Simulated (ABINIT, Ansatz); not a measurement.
# SrIBr (Pnma): G0W0 on several meshes in ABINIT

How does the mesh move the gap of SrIBr (Pnma)?

Main program and level: ABINIT 10.8.3; LDA and many-body steps on it, plane waves.

## 1. Set-up

It takes space group Pnma (No. 62, orthorhombic). Conventional cell: a = 8.169 Å, b = 5.132 Å, c = 11.031 Å, α = 90.00°, β = 90.00°, γ = 90.00°. Sr has 3 Br at 3.07 to 3.12 Å and 4 I at 3.39 to 3.51 Å nearest. Nearest to I lie 4 Sr at 3.39 to 3.51 Å. Nearest to Br lie 3 Sr at 3.07 to 3.12 Å. Farther neighbours and most contacts between anions are not listed.

Coordinates:

```cif
data_structure
_symmetry_space_group_name_H-M 'P 1'
_symmetry_Int_Tables_number 1
_cell_length_a 8.1691
_cell_length_b 5.1319
_cell_length_c 11.0309
_cell_angle_alpha 90.000
_cell_angle_beta 90.000
_cell_angle_gamma 90.000
_cell_volume 462.45
loop_
_atom_site_label
_atom_site_type_symbol
_atom_site_fract_x
_atom_site_fract_y
_atom_site_fract_z
_atom_site_occupancy
Sr1 Sr 0.28013 0.75000 0.42110 1
Sr2 Sr 0.78013 0.75000 0.07890 1
Sr3 Sr 0.71987 0.25000 0.57890 1
Sr4 Sr 0.21987 0.25000 0.92110 1
I5 I 0.36716 0.75000 0.10952 1
I6 I 0.86716 0.75000 0.39048 1
I7 I 0.63284 0.25000 0.89048 1
I8 I 0.13284 0.25000 0.60952 1
Br9 Br 0.51780 0.75000 0.63716 1
Br10 Br 0.01780 0.75000 0.86284 1
Br11 Br 0.48220 0.25000 0.36284 1
Br12 Br 0.98220 0.25000 0.13716 1
```

The cell and positions are those that the Materials Project relaxed with its own functionals (PBE, PBE+U or r2SCAN), kept fixed. Spin-orbit coupling is left out unless a step names it.

## 2. Empty states on the mesh, 2×2×1 mesh, 370 bands

This step: ABINIT 10.8.3; DFT, LDA, plane waves, norm-conserving pseudopotentials.

The sums over transitions need many empty states on a uniform mesh; this step solves for them.

Input file run.abi:

```
acell 3*1.0 Angstrom
rprim 
  8.169106000000 0.000000000000 0.000000000000
  0.000000000000 5.131914000000 0.000000000000
  0.000000000000 0.000000000000 11.030852000000
ntypat 3
znucl 38 53 35
natom 12
typat 1 1 1 1 2 2 2 2 3 3 3 3
xred 
  0.280131000000 0.750000000000 0.421100000000
  0.780131000000 0.750000000000 0.078900000000
  0.719869000000 0.250000000000 0.578900000000
  0.219869000000 0.250000000000 0.921100000000
  0.367160000000 0.750000000000 0.109521000000
  0.867160000000 0.750000000000 0.390479000000
  0.632840000000 0.250000000000 0.890479000000
  0.132840000000 0.250000000000 0.609521000000
  0.517796000000 0.750000000000 0.637160000000
  0.017796000000 0.750000000000 0.862840000000
  0.482204000000 0.250000000000 0.362840000000
  0.982204000000 0.250000000000 0.137160000000
pp_dirpath "pseudos"
pseudos "Sr.upf, I.upf, Br.upf"
ecut 31
ngkpt 2 2 1
nshiftk 1
shiftk 0 0 0
kptopt 1
chksymbreak 0
iscf -2
irdden 1
istwfk *1
nband 370
nbdbuf 32
tolwfr 1e-09
nstep 60
prtvol 0
indata_prefix "in"
outdata_prefix "out"
tmpdata_prefix "tmp"
```

Run with:

```
> OMP_NUM_THREADS=1 mpirun -n 4 abinit run.abi > log
```

Numbers of over 12 decimals in the logs are rounded to 6 here.

The program printed:

```text
.Version 10.8.3 of ABINIT. v10.8.2 released Aug 2026.

 Symmetries : space group Pn m a (# 62); Bravais oP (primitive ortho.)
[... echo of the input left out ...]
== DATASET  1 ==================================================================
-   mpi_nproc: 4, omp_nthreads: 1 (-1 if OMP is not activated)

--- !DatasetInfo
iteration_state: {dtset: 1, }
dimensions: {natom: 12, nkpt: 4, mband: 370, nsppol: 1, nspinor: 1, nspden: 1, mpw: 25776, }
cutoff_energies: {ecut:  31.0, pawecutdg:  -1.0, }
[...]
1.53483    1.53757    1.53802    1.54057    1.54142    1.54575    1.54890    1.55177
   1.55847    1.56063    1.56449    1.56543    1.56625    1.56853    1.57046    1.57408
   1.57656    1.58049
 prteigrs : prtvol=0 or 1, do not print more k-points.

== END DATASET(S) ==============================================================
================================================================================

 -outvars: echo values of variables after computation  --------
            nband         370
             nkpt           4
          spgroup          62
 [... the other variables as echoed above ...]

 Calculation completed.
```

The job ended after 12 min (4 MPI ranks of Arm Neoverse V2, shared host; peak memory 1.3 GiB; 50 min of CPU time).

Numbers from this step:

- gap: 3.576 eV
- k of the valence top: 0, 0, 0
- k of the conduction bottom: 0, 0, 0
- least direct gap: 3.576 eV
- k points computed: 4
- lowest point of the top converged band, above the valence top: 38.60 eV

On this mesh the gap is 3.576 eV.

The density comes from a self-consistent run that is not shown.

## 3. Screening, 2×2×1 mesh, 166 bands, screening to 98 eV

The RPA dielectric matrix is built and inverted for each q.

This step: RPA screening on LDA, plane waves, norm-conserving pseudopotentials.

Changes to run.abi since step 2:

```diff
@@ -30,10 +30,11 @@
 chksymbreak 0
-iscf -2
-irdden 1
 istwfk *1
-nband 370
-nbdbuf 32
-tolwfr 1e-09
-nstep 60
-prtvol 0
+occopt 1
+irdwfk 1
+optdriver 3
+nband 166
+ecuteps 3.6
+inclvkb 2
+awtr 1
+symchi 1
 indata_prefix "in"
```

The program printed:

```text
.Version 10.8.3 of ABINIT. v10.8.2 released Aug 2026.

 Symmetries : space group Pn m a (# 62); Bravais oP (primitive ortho.)
[... echo of the input left out ...]
== DATASET  1 ==================================================================
-   mpi_nproc: 4, omp_nthreads: 1 (-1 if OMP is not activated)

--- !DatasetInfo
iteration_state: {dtset: 1, }
dimensions: {natom: 12, nkpt: 4, mband: 166, nsppol: 1, nspinor: 1, nspden: 1, mpw: 25776, }
cutoff_energies: {ecut:  31.0, pawecutdg:  -1.0, }
electrons: {nelect:   9.60000000E+01, charge:   0.00000000E+00, occopt:   1.00000000E+00, tsmear:   1.00000000E-02, }

 SCREENING: Calculation of the susceptibility and dielectric matrices

 Based on a program developped by R.W. Godby, V. Olevano, G. Onida, and L. Reining.
 Incorporated in ABINIT by V. Olevano, G.-M. Rignanese, and M. Torrent.
.Using double precision arithmetic ; gwpc =  8

[... cell and pseudopotentials left out ...]
--------------------------------------------------------------------------------

 ==== K-mesh for the wavefunctions ====
 Number of points in the irreducible wedge :     4
[... list of points left out ...]
 Together with  8 symmetry operations and time-reversal symmetry
 yields     4 points in the full Brillouin Zone.

 ==== Q-mesh for the screening function ====
 Number of points in the irreducible wedge :     4
[... list of points left out ...]
 Together with  8 symmetry operations and time-reversal symmetry
 yields     4 points in the full Brillouin Zone.

 setmesh: FFT mesh size selected  =    54x   36x   72
          total number of points  =       139968

 vcoul_init : cutoff-mode = AUXILIARY_FUNCTION
 q-points for optical limit:   1
     1)      0.000010    0.000020    0.000030

- screening: taking advantage of time-reversal symmetry
- Maximum band index for partially occupied states nbvw = 48
- Remaining bands to be divided among processors   nbcw = 118
- Number of bands treated by each node ~29

 Number of electrons calculated from density =   96.0000; Expected =   96.0000
 average of density, n =  0.030762
 r_s =    1.9799
 omega_plasma =   16.9185 [eV]

 calculating chi0 at frequencies [eV] :
  1    0.000000E+00    0.000000E+00
  2    0.000000E+00    1.691848E+01

--------------------------------------------------------------------------------
  q-point number  1        q = ( 0.000000, 0.000000, 0.000000) [r.l.u.]
--------------------------------------------------------------------------------
[... chi0 elements left out ...]
 For q-point:  0.000010 0.000020 0.000030
  dielectric constant =   3.7143
  dielectric constant without local fields =   4.4312

  Average fulfillment of the sum rule on Im[epsilon] for q-point    1 :     63.07  [%]
[... wings left out ...]
  q-point number  2        q = ( 0.500000, 0.000000, 0.000000) [r.l.u.]
--------------------------------------------------------------------------------
[... chi0 elements left out ...]
  Average fulfillment of the sum rule on Im[epsilon] for q-point    2 :     70.65  [%]

 [... 2 further q-points ...]
```

It took 5.3 min on 4 MPI ranks; peak memory 4.9 GiB.

This step gave:

```
ε∞ with local fields, on this mesh, along the program's q direction : 3.714
the same without local fields                                       : 4.431
plasma frequency                                                    : 16.92 eV
plane waves in the screening matrix                                 : 993
```

Local fields lower ε∞ by 16 %. On a Γ-centred mesh this coarse the value itself is usually too large, while a short band sum pulls it down.

## 4. 2×2×1

The self-energy is evaluated for the states that the input lists, and the levels follow from it, in one-shot runs by the linearised quasiparticle equation.

This step: G0W0 on LDA, plane waves, norm-conserving pseudopotentials.

Changes to run.abi since step 3:

```diff
@@ -33,8 +33,15 @@
 irdwfk 1
-optdriver 3
+optdriver 4
 nband 166
+gwcalctyp 0
+ecutsigx 31
+symsigma 1
+nkptgw 1
+kptgw 
+  0.0000000000 0.0000000000 0.0000000000
+bdgw 
+  47 50
 ecuteps 3.6
-inclvkb 2
-awtr 1
-symchi 1
+irdscr 1
+ppmodel 1
 indata_prefix "in"
```

The program printed:

```text
.Version 10.8.3 of ABINIT. v10.8.2 released Aug 2026.

 Symmetries : space group Pn m a (# 62); Bravais oP (primitive ortho.)
[... echo of the input left out ...]
== DATASET  1 ==================================================================
-   mpi_nproc: 4, omp_nthreads: 1 (-1 if OMP is not activated)

--- !DatasetInfo
iteration_state: {dtset: 1, }
dimensions: {natom: 12, nkpt: 4, mband: 166, nsppol: 1, nspinor: 1, nspden: 1, mpw: 25776, }
cutoff_energies: {ecut:  31.0, pawecutdg:  -1.0, }
electrons: {nelect:   9.60000000E+01, charge:   0.00000000E+00, occopt:   1.00000000E+00, tsmear:   1.00000000E-02, }

 SIGMA: Calculation of the GW corrections

 Based on a program developped by R.W. Godby, V. Olevano, G. Onida, and L. Reining.
 Incorporated in ABINIT by V. Olevano, G.-M. Rignanese, and M. Torrent.
.Using double precision arithmetic ; gwpc =  8

[... cell and pseudopotentials left out ...]
--------------------------------------------------------------------------------

 ==== K-mesh for the wavefunctions ====
 Number of points in the irreducible wedge :     4
[... list of points left out ...]
 Together with  8 symmetry operations and time-reversal symmetry
 yields     4 points in the full Brillouin Zone.

 ==== Q-mesh for screening function ====
 Number of points in the irreducible wedge :     4
[... list of points left out ...]
 Together with  8 symmetry operations and time-reversal symmetry
 yields     4 points in the full Brillouin Zone.

 vcoul_init : cutoff-mode = AUXILIARY_FUNCTION
 q-points for optical limit:   1
     1)      0.000010    0.000020    0.000030
 setmesh: FFT mesh size selected  =    80x   50x  108
          total number of points  =       432000

 Number of electrons calculated from density =   96.0000; Expected =   96.0000
 average of density, n =  0.030762
 r_s =    1.9799
 omega_plasma =   16.9185 [eV]

 === KS Band Gaps ===
  >>>> For spin  1
   Minimum direct gap =   3.5759 [eV], located at k-point      :   0.0000  0.0000  0.0000
   Fundamental gap    =   3.5759 [eV], Top of valence bands at :   0.0000  0.0000  0.0000
                                       Bottom of conduction at :   0.0000  0.0000  0.0000
 SIGMA fundamental parameters:
 PLASMON POLE MODEL  1
 number of plane-waves for SigmaX                25715
 number of plane-waves for SigmaC and W            993
 number of plane-waves for wavefunctions         25715
 number of bands                                   166
 number of independent spin polarizations            1
 number of spinorial components                      1
 number of k-points in IBZ                           4
 number of q-points in IBZ                           4
 number of symmetry operations                       8
 number of k-points in BZ                            4
 number of q-points in BZ                            4
 number of frequencies for dSigma/dE                 9
 frequency step for dSigma/dE [eV]                0.25
 number of omega for Sigma on real axis              0
 max omega for Sigma on real axis  [eV]           0.00
 zcut for avoiding poles [eV]                     0.10

 EPSILON^-1 parameters (SCR file):
 dimension of the eps^-1 matrix on file            993
 dimension of the eps^-1 matrix used               993
 number of plane-waves for wavefunctions         25715
 number of bands                                   166
 number of q-points in IBZ                           4
 number of frequencies                               2
 number of real frequencies                          1
 number of imag frequencies                          1

 matrix elements of self-energy operator (all in [eV])

 Perturbative Calculation

--- !SelfEnergy_ee
iteration_state: {dtset: 1, }
kpoint     : [   0.000,    0.000,    0.000, ]
spin       : 1
KS_gap     :    3.576
QP_gap     :    5.331
Delta_QP_KS:    1.755
data: !SigmaeeData |
     Band     E0 <VxcDFT>   SigX SigC(E0)      Z dSigC/dE  Sig(E)    E-E0       E
       47   1.380 -12.099 -15.227   2.584   0.808  -0.238 -12.539  -0.440   0.940
       48   1.471 -11.638 -14.603   2.441   0.811  -0.234 -12.063  -0.425   1.046
       49   5.047  -7.825  -3.556  -2.692   0.844  -0.185  -6.495   1.330   6.377
       50   5.551  -8.286  -3.771  -2.684   0.840  -0.191  -6.749   1.537   7.088

== END DATASET(S) ==============================================================
================================================================================

 -outvars: echo values of variables after computation  --------
           etotal      0.0000000000E+00
            nband         166
             nkpt           4
          spgroup          62
 [... the other variables as echoed above ...]

 Calculation completed.
```

Elapsed: 32 s, on 4 MPI ranks; peak memory 3.2 GiB.

Numbers from this step:

```
G0W0 gap on the points computed              : 5.331 eV
starting gap on the mesh                     : 3.576 eV
k of the valence top                         : 0, 0, 0
k of the conduction bottom                   : 0, 0, 0
Z at the valence top                         : 0.811
Z at the conduction bottom                   : 0.844
least direct G0W0 gap on the computed points : 5.331 eV
```

The gap on the mesh goes from 3.58 eV to 5.33 eV, a correction of +1.75 eV.

## 5. Empty states on the mesh, 1×2×1 mesh, 182 bands

This step: DFT, LDA, plane waves, norm-conserving pseudopotentials.

Changes to run.abi since step 4:

```diff
@@ -25,3 +25,3 @@
 ecut 31
-ngkpt 2 2 1
+ngkpt 1 2 1
 nshiftk 1
@@ -30,18 +30,10 @@
 chksymbreak 0
+iscf -2
+irdden 1
 istwfk *1
-occopt 1
-irdwfk 1
-optdriver 4
-nband 166
-gwcalctyp 0
-ecutsigx 31
-symsigma 1
-nkptgw 1
-kptgw 
-  0.0000000000 0.0000000000 0.0000000000
-bdgw 
-  47 50
-ecuteps 3.6
-irdscr 1
-ppmodel 1
+nband 182
+nbdbuf 16
+tolwfr 1e-09
+nstep 60
+prtvol 0
 indata_prefix "in"
```

Run with:

```
> OMP_NUM_THREADS=2 mpirun -n 2 abinit run.abi > log
```

The program printed:

```text
.Version 10.8.3 of ABINIT. v10.8.2 released Aug 2026.

 Symmetries : space group Pn m a (# 62); Bravais oP (primitive ortho.)
[... echo of the input left out ...]
== DATASET  1 ==================================================================
-   mpi_nproc: 2, omp_nthreads: 2 (-1 if OMP is not activated)

--- !DatasetInfo
iteration_state: {dtset: 1, }
dimensions: {natom: 12, nkpt: 2, mband: 182, nsppol: 1, nspinor: 1, nspden: 1, mpw: 25776, }
cutoff_energies: {ecut:  31.0, pawecutdg:  -1.0, }
[...]
0.80770    0.80788    0.81137    0.81439    0.82752    0.82819    0.82848    0.83018
   0.83247    0.84220    0.84332    0.84347    0.84496    0.84889    0.85078    0.85153
   0.85322    0.85682    0.86325    0.88209    0.88351    0.88478
 prteigrs : prtvol=0 or 1, do not print more k-points.

== END DATASET(S) ==============================================================
================================================================================

 -outvars: echo values of variables after computation  --------
            nband         182
             nkpt           2
          spgroup          62
 [... the other variables as echoed above ...]

 Calculation completed.
```

Elapsed: 2.7 min, on 2 MPI ranks; peak memory 0.38 GiB.

Numbers from this step:

```yaml
gap: 3.576 eV
k_of_the_valence_top: 0, 0, 0
k_of_the_conduction_bottom: 0, 0, 0
least_direct_gap: 3.576 eV
k_points_computed: 2
lowest_point_of_the_top_converged_band_above_the_valence_top: 21.00 eV
```

On this mesh the gap is 3.576 eV.

## 6. Screening, 1×2×1 mesh, 166 bands, screening to 98 eV

This step: RPA screening on LDA, plane waves, norm-conserving pseudopotentials.

Changes to run.abi since step 5:

```diff
@@ -30,10 +30,11 @@
 chksymbreak 0
-iscf -2
-irdden 1
 istwfk *1
-nband 182
-nbdbuf 16
-tolwfr 1e-09
-nstep 60
-prtvol 0
+occopt 1
+irdwfk 1
+optdriver 3
+nband 166
+ecuteps 3.6
+inclvkb 2
+awtr 1
+symchi 1
 indata_prefix "in"
```

Run with:

```
> OMP_NUM_THREADS=1 mpirun -n 4 abinit run.abi > log
```

The program printed:

```text
.Version 10.8.3 of ABINIT. v10.8.2 released Aug 2026.

 Symmetries : space group Pn m a (# 62); Bravais oP (primitive ortho.)
[... echo of the input left out ...]
== DATASET  1 ==================================================================
-   mpi_nproc: 4, omp_nthreads: 1 (-1 if OMP is not activated)

--- !DatasetInfo
iteration_state: {dtset: 1, }
dimensions: {natom: 12, nkpt: 2, mband: 166, nsppol: 1, nspinor: 1, nspden: 1, mpw: 25776, }
cutoff_energies: {ecut:  31.0, pawecutdg:  -1.0, }
electrons: {nelect:   9.60000000E+01, charge:   0.00000000E+00, occopt:   1.00000000E+00, tsmear:   1.00000000E-02, }

 SCREENING: Calculation of the susceptibility and dielectric matrices

 Based on a program developped by R.W. Godby, V. Olevano, G. Onida, and L. Reining.
 Incorporated in ABINIT by V. Olevano, G.-M. Rignanese, and M. Torrent.
.Using double precision arithmetic ; gwpc =  8

[... cell and pseudopotentials left out ...]
--------------------------------------------------------------------------------

 ==== K-mesh for the wavefunctions ====
 Number of points in the irreducible wedge :     2
[... list of points left out ...]
 Together with  8 symmetry operations and time-reversal symmetry
 yields     2 points in the full Brillouin Zone.

 ==== Q-mesh for the screening function ====
 Number of points in the irreducible wedge :     2
[... list of points left out ...]
 Together with  8 symmetry operations and time-reversal symmetry
 yields     2 points in the full Brillouin Zone.

 setmesh: FFT mesh size selected  =    54x   36x   72
          total number of points  =       139968

 vcoul_init : cutoff-mode = AUXILIARY_FUNCTION
 q-points for optical limit:   1
     1)      0.000010    0.000020    0.000030

- screening: taking advantage of time-reversal symmetry
- Maximum band index for partially occupied states nbvw = 48
- Remaining bands to be divided among processors   nbcw = 118
- Number of bands treated by each node ~29

 Number of electrons calculated from density =   96.0000; Expected =   96.0000
 average of density, n =  0.030762
 r_s =    1.9799
 omega_plasma =   16.9185 [eV]

 calculating chi0 at frequencies [eV] :
  1    0.000000E+00    0.000000E+00
  2    0.000000E+00    1.691848E+01

--------------------------------------------------------------------------------
  q-point number  1        q = ( 0.000000, 0.000000, 0.000000) [r.l.u.]
--------------------------------------------------------------------------------
[... chi0 elements left out ...]
 For q-point:  0.000010 0.000020 0.000030
  dielectric constant =   3.9599
  dielectric constant without local fields =   4.6843

  Average fulfillment of the sum rule on Im[epsilon] for q-point    1 :     63.04  [%]
[... wings left out ...]
  q-point number  2        q = ( 0.000000, 0.500000, 0.000000) [r.l.u.]
--------------------------------------------------------------------------------
[... chi0 elements left out ...]
  Average fulfillment of the sum rule on Im[epsilon] for q-point    2 :     64.07  [%]

== END DATASET(S) ==============================================================
================================================================================

 -outvars: echo values of variables after computation  --------
           etotal      0.0000000000E+00
            nband         166
             nkpt           2
          spgroup          62
 [... the other variables as echoed above ...]

 Calculation completed.
```

Run time: 2.3 min. Hardware: 4 MPI ranks; peak memory 3.4 GiB; 9.3 min of CPU time.

Numbers from this step:

| Property | Result |
| --- | --- |
| ε∞ with local fields, on this mesh, along the program's q direction | 3.960 |
| the same without local fields | 4.684 |
| plasma frequency | 16.92 eV |
| plane waves in the screening matrix | 993 |

[end of part 1 of 2]

[Paths, hosts, dates, memory and timing lines, banners, echoed tables and standing remarks are left out of the program output.]

[Logs are printed without paths, hosts, clocks, repeated set-up lines and the standing remarks that a program may print on its own settings, such as how far it seeks lower states.]

[Runs of the session that timed out or met a known fault of the program may be left out.]

[Hosts, paths, dates, database ids (printed as entryN), source tags and the programs' standing remarks are cut or masked in the printed files.]

[G0W0 gaps are taken among the corrected bands and points alone; a level outside them can change the order at an edge.]

[Where Ansatz stands beside ABINIT at settings called matched, ABINIT's density can come from a denser mesh and the files from another edition; pairs whose starting gaps differed by over 0.03 eV were left out, so agreement reads better than it is.]
